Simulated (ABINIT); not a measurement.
## SrTiO3 (Tausonite): one start, several treatments of the self-energy

Wanted: the gap of SrTiO3 (Tausonite) under several approximations, with cost.

Main program and level: ABINIT 10.8.3; PBE and many-body steps on it, plane waves.

**Experimental background.**

- Gap 3.77 eV: direct gap (M0 critical point); spectroscopic ellipsometry, second-derivative fit; 300 K; bulk crystal (commercial single crystal) (“Optical probe of ferroelectric order in bulk and thin film perovskite titanates”, 2013, arxiv:1309.1245).

Report form: the programs' logs are mostly left out.

## Step 1: The starting structure

Symmetry: Pm-3m, No. 221, cubic system. The conventional cell has a = 3.905 Å, b = 3.905 Å, c = 3.905 Å, α = 90.00°, β = 90.00°, γ = 90.00°. Sr has 12 O at 2.76 Å nearest. Ti has 6 O at 1.95 Å nearest. Nearest to O lie 2 Ti at 1.95 Å and 4 Sr at 2.76 Å. Farther neighbours and most contacts between anions are not listed.

The cell and positions come from the Crystallography Open Database and are kept as given unless a step says otherwise.

## Step 2: Empty states on the mesh, 4×4×4 mesh, 205 bands

This step: ABINIT 10.8.3; DFT, PBE, plane waves, norm-conserving pseudopotentials.

The sums over transitions need many empty states on a uniform mesh; this step solves for them.

Input file run.abi:

```
acell 3*1.0 Angstrom
rprim 
  3.905280000000 0.000000000000 0.000000000000
  0.000000000000 3.905280000000 0.000000000000
  0.000000000000 0.000000000000 3.905280000000
ntypat 3
znucl 38 22 8
natom 5
typat 1 2 3 3 3
xred 
  0.500000000000 0.500000000000 0.500000000000
  0.000000000000 0.000000000000 0.000000000000
  0.500000000000 0.000000000000 0.000000000000
  0.000000000000 0.500000000000 0.000000000000
  0.000000000000 0.000000000000 0.500000000000
pp_dirpath "pseudos"
pseudos "Sr.upf, Ti.upf, O.upf"
ecut 38
ngkpt 4 4 4
nshiftk 1
shiftk 0 0 0
kptopt 1
chksymbreak 0
irdden 1
istwfk *1
nband 205
prtvol 0
optdriver 6
gwr_task "HDIAGO"
paral_kgb 0
occopt 1
indata_prefix "in"
outdata_prefix "out"
tmpdata_prefix "tmp"
```

Launch:

```
$ OMP_NUM_THREADS=1 mpirun -n 4 abinit run.abi > log
```

Elapsed: 3.1 min, on 4 MPI ranks of Arm Neoverse V1, shared host; peak memory 4.6 GiB.

Numbers from this step:

```yaml
gap: 1.908 eV
k_of_the_valence_top: 0.5, 0.5, 0.5
k_of_the_conduction_bottom: 0, 0, 0
least_direct_gap: 2.263 eV
k_points_computed: 10
lowest_point_of_the_top_converged_band_above_the_valence_top: 107.3398 eV
```

On this mesh the gap is 1.908 eV.

The density comes from a self-consistent run that is not shown.

## Step 3: Screening, 4×4×4 mesh, 197 bands, screening to 190.5 eV

The RPA dielectric matrix is built and inverted for each q.

This step: RPA screening on PBE, plane waves, norm-conserving pseudopotentials.

run.abi, as its differences from that of step 2:

```diff
@@ -23,10 +23,11 @@
 chksymbreak 0
-irdden 1
 istwfk *1
-nband 205
-prtvol 0
-optdriver 6
-gwr_task "HDIAGO"
-paral_kgb 0
 occopt 1
+irdwfk 1
+optdriver 3
+nband 197
+ecuteps 7
+inclvkb 2
+awtr 1
+symchi 1
 indata_prefix "in"
```

Wall time 3.2 min (4 MPI ranks); peak memory 1.6 GiB.

This step gave:

| Item | Value |
| --- | --- |
| ε∞ with local fields, on this mesh, along the program's q direction | 6.391 |
| the same without local fields | 6.776 |
| plasma frequency | 30.43 eV |
| plane waves in the screening matrix | 365 |

Local fields lower ε∞ by 6 %. On a Γ-centred mesh this coarse the value itself is usually too large, while a short band sum pulls it down.

## Step 4: G0W0, Godby-Needs plasmon pole

The self-energy is evaluated for the states that the input lists, and the levels follow from it, in one-shot runs by the linearised quasiparticle equation.

This step: G0W0 on PBE, plane waves, norm-conserving pseudopotentials.

run.abi, as its differences from that of step 3:

```diff
@@ -26,8 +26,17 @@
 irdwfk 1
-optdriver 3
+optdriver 4
 nband 197
+gwcalctyp 0
+ecutsigx 38
+symsigma 1
+nkptgw 2
+kptgw 
+  0.5000000000 0.5000000000 0.5000000000
+  0.0000000000 0.0000000000 0.0000000000
+bdgw 
+  18 23
+  18 23
 ecuteps 7
-inclvkb 2
-awtr 1
-symchi 1
+irdscr 1
+ppmodel 1
 indata_prefix "in"
```

It took 42 s on 4 MPI ranks; peak memory 1.7 GiB; 2.8 min of CPU time.

This step gave:

```
G0W0 gap on the points computed              : 3.479 eV
starting gap on the mesh                     : 1.908 eV
k of the valence top                         : 0.5, 0.5, 0.5
k of the conduction bottom                   : 0, 0, 0
Z at the valence top                         : 0.767
Z at the conduction bottom                   : 0.781
least direct G0W0 gap on the computed points : 3.852 eV
```

The gap on the mesh goes from 1.91 eV to 3.48 eV, a correction of +1.57 eV.

## Step 5: G0W0, Hybertsen-Louie plasmon pole

run.abi, as its differences from that of step 4:

```diff
@@ -40,3 +40,3 @@
 irdscr 1
-ppmodel 1
+ppmodel 2
 indata_prefix "in"
```

Run time: 41 s. Hardware: 4 MPI ranks; peak memory 1.6 GiB.

This step gave:

| Quantity | Value |
| --- | --- |
| G0W0 gap on the points computed | 4.208 eV |
| starting gap on the mesh | 1.908 eV |
| k of the valence top | 0.5, 0.5, 0.5 |
| k of the conduction bottom | 0, 0, 0 |
| Z at the valence top | 0.831 |
| Z at the conduction bottom | 0.85 |
| least direct G0W0 gap on the computed points | 4.544 eV |

Against G0W0 in ABINIT (4×4×4 mesh, 197 bands, screening to 190.5 eV, Godby-Needs plasmon pole), the gap moves by +0.729 eV.

## Step 6: G0W0, von der Linden-Horsch plasmon pole

run.abi, as its differences from that of step 5:

```diff
@@ -40,3 +40,3 @@
 irdscr 1
-ppmodel 2
+ppmodel 3
 indata_prefix "in"
```

Run time: 17 s. Hardware: 4 MPI ranks; peak memory 1.5 GiB; 69 s of CPU time.

Numbers from this step:

```
G0W0 gap on the points computed              : 3.621 eV
starting gap on the mesh                     : 1.908 eV
k of the valence top                         : 0.5, 0.5, 0.5
k of the conduction bottom                   : 0, 0, 0
least direct G0W0 gap on the computed points : 3.990 eV
```

Against G0W0 in ABINIT (4×4×4 mesh, 197 bands, screening to 190.5 eV, Godby-Needs plasmon pole), the gap moves by +0.142 eV.

## Step 7: G0W0, Engel-Farid plasmon pole

run.abi, as its differences from that of step 6:

```diff
@@ -40,3 +40,3 @@
 irdscr 1
-ppmodel 3
+ppmodel 4
 indata_prefix "in"
```

Elapsed: 17 s, on 4 MPI ranks; peak memory 1.6 GiB.

Numbers from this step:

* G0W0 gap on the points computed: 3.600 eV
* starting gap on the mesh: 1.908 eV
* k of the valence top: 0.5, 0.5, 0.5
* k of the conduction bottom: 0, 0, 0
* least direct G0W0 gap on the computed points: 3.982 eV

Against G0W0 in ABINIT (4×4×4 mesh, 197 bands, screening to 190.5 eV, Godby-Needs plasmon pole), the gap moves by +0.121 eV.

## Step 8: One-shot Hartree-Fock

This step: one-shot Hartree-Fock on PBE, plane waves, norm-conserving pseudopotentials.

run.abi, as its differences from that of step 7:

```diff
@@ -27,4 +27,4 @@
 optdriver 4
-nband 197
-gwcalctyp 0
+nband 24
+gwcalctyp 5
 ecutsigx 38
@@ -38,5 +38,4 @@
   18 23
-ecuteps 7
-irdscr 1
-ppmodel 4
+ixc_sigma 40
+fftgw 31
 indata_prefix "in"
```

It took 4.4 s on 4 MPI ranks; peak memory 0.31 GiB.

Numbers from this step:

```
quasiparticle gap on the points computed              : 14.33 eV
starting gap on the mesh                              : 1.908 eV
k of the valence top                                  : 0.5, 0.5, 0.5
k of the conduction bottom                            : 0, 0, 0
least direct quasiparticle gap on the computed points : 14.52 eV
```

Against G0W0 in ABINIT (4×4×4 mesh, 197 bands, screening to 190.5 eV, Godby-Needs plasmon pole), the gap moves by +10.855 eV.

## Step 9: Screening, 4×4×4 mesh, 197 bands, screening to 190.5 eV

This step: RPA screening on PBE, plane waves, norm-conserving pseudopotentials.

run.abi, as its differences from that of step 8:

```diff
@@ -26,16 +26,11 @@
 irdwfk 1
-optdriver 4
-nband 24
-gwcalctyp 5
-ecutsigx 38
-symsigma 1
-nkptgw 2
-kptgw 
-  0.5000000000 0.5000000000 0.5000000000
-  0.0000000000 0.0000000000 0.0000000000
-bdgw 
-  18 23
-  18 23
-ixc_sigma 40
-fftgw 31
+optdriver 3
+nband 197
+ecuteps 7
+inclvkb 2
+awtr 1
+symchi 1
+gwcalctyp 1
+nfreqre 0
+nfreqim 16
 indata_prefix "in"
```

The job ended after 14 min (4 MPI ranks; peak memory 1.8 GiB).

This step gave:

```
ε∞ with local fields, on this mesh, along the program's q direction : 6.391
the same without local fields                                       : 6.776
plasma frequency                                                    : 30.43 eV
plane waves in the screening matrix                                 : 365
```

## Step 10: G0W0, analytic continuation

This step: G0W0 on PBE, plane waves, norm-conserving pseudopotentials.

run.abi, as its differences from that of step 9:

```diff
@@ -26,11 +26,18 @@
 irdwfk 1
-optdriver 3
+optdriver 4
 nband 197
+gwcalctyp 1
+ecutsigx 38
+symsigma 1
+nkptgw 2
+kptgw 
+  0.5000000000 0.5000000000 0.5000000000
+  0.0000000000 0.0000000000 0.0000000000
+bdgw 
+  18 23
+  18 23
 ecuteps 7
-inclvkb 2
-awtr 1
-symchi 1
-gwcalctyp 1
-nfreqre 0
-nfreqim 16
+irdscr 1
+nomegasi 12
+omegasimax 25 eV
 indata_prefix "in"
```

The job ended after 29 s (4 MPI ranks; peak memory 2.1 GiB; 2 min of CPU time).

Numbers from this step:

```
G0W0 gap on the points computed              : 3.416 eV
starting gap on the mesh                     : 1.908 eV
k of the valence top                         : 0.5, 0.5, 0.5
k of the conduction bottom                   : 0, 0, 0
least direct G0W0 gap on the computed points : 3.81 eV
```

Against G0W0 in ABINIT (4×4×4 mesh, 197 bands, screening to 190.5 eV, Godby-Needs plasmon pole), the gap moves by −0.063 eV.

## Step 11: Side by side

Times are wall times on 4 MPI ranks of Arm Neoverse V1, shared host, good to a factor of about two. A run's time includes the screening step that it read.

```
                                     run   mesh  bands  screening cutoff (eV)  DFT gap (eV)  gap on the mesh (eV)  direct (eV)  ε∞ used     time
          G0W0, Godby-Needs plasmon pole  4×4×4    197                  190.5         1.908                 3.479        3.852     6.39  3.9 min
      G0W0, Hybertsen-Louie plasmon pole  4×4×4    197                  190.5         1.908                 4.208        4.544     6.39  3.8 min
G0W0, von der Linden-Horsch plasmon pole  4×4×4    197                  190.5         1.908                 3.621        3.990     6.39  3.4 min
          G0W0, Engel-Farid plasmon pole  4×4×4    197                  190.5         1.908                 3.600        3.982     6.39  3.4 min
                   one-shot Hartree-Fock  4×4×4      -                      -         1.908                14.334       14.520        -    4.4 s
             G0W0, analytic continuation  4×4×4    197                  190.5         1.908                 3.416        3.810     6.39   15 min
```

## Step 12: What came out

| Property | Result |
| --- | --- |
| G0W0, Godby-Needs plasmon pole | 3.479 eV |
| G0W0, Hybertsen-Louie plasmon pole | 4.208 eV |
| G0W0, von der Linden-Horsch plasmon pole | 3.621 eV |
| G0W0, Engel-Farid plasmon pole | 3.600 eV |
| one-shot Hartree-Fock | 14.334 eV |
| G0W0, analytic continuation | 3.416 eV |
| known limits | not at the basis limit; no spin-orbit coupling; coarse k mesh |

**Reading.** G0W0, Hybertsen-Louie plasmon pole: +0.729 eV against G0W0, Godby-Needs plasmon pole. G0W0, von der Linden-Horsch plasmon pole: +0.142 eV against G0W0, Godby-Needs plasmon pole. G0W0, Engel-Farid plasmon pole: +0.121 eV against G0W0, Godby-Needs plasmon pole. One-shot Hartree-Fock: +10.855 eV against G0W0, Godby-Needs plasmon pole. G0W0, analytic continuation: −0.063 eV against G0W0, Godby-Needs plasmon pole. Bare exchange alone opens the gap to 14.33 eV; against G0W0, correlation takes back 10.85 eV. Against experiment, by G0W0, Godby-Needs plasmon pole: the direct gap of 3.85 eV lies +0.08 eV from the measured 3.77 eV (direct, 300 K, 2013). An exciton line or allowed optical edge lies below the quasiparticle gap by the binding energy; a forbidden edge can push the onset above it. These are gaps on the mesh, at modest bands and cutoff. The calculation has static nuclei and no excitons; a measured gap holds zero-point and thermal motion, which mostly lowers it. Bands and cutoff are finite, so the gap is not at the basis limit. The miss can reach some tenths of an eV and take either sign; the mesh is an error of its own. In the G0W0 runs levels were corrected at 2 k points alone, so a gap called «on the mesh» is the least over those, and an edge elsewhere would be missed. The 4×4×4 mesh is coarse for this cell, which bears on the long-range parts of exchange and screening. This is the ideal cubic cell; many perovskites, halides above all, are cubic only on average, and local tilts or off-centring can widen the gap. The many-body steps are scalar-relativistic: spin-orbit coupling is not in them.

[Paths, hosts, dates, memory and timing lines, banners, echoed tables and standing remarks are left out of the program output.]

[Logs are printed without paths, hosts, clocks, repeated set-up lines and the standing remarks that a program may print on its own settings, such as how far it seeks lower states.]

[Runs of the session that timed out or met a known fault of the program may be left out.]

[Hosts, paths, dates, database ids (printed as entryN), source tags and the programs' standing remarks are cut or masked in the printed files.]

[G0W0 gaps are taken among the corrected bands and points alone; a level outside them can change the order at an edge.]

[Where Ansatz stands beside ABINIT at settings called matched, ABINIT's density can come from a denser mesh and the files from another edition; pairs whose starting gaps differed by over 0.03 eV were left out, so agreement reads better than it is.]
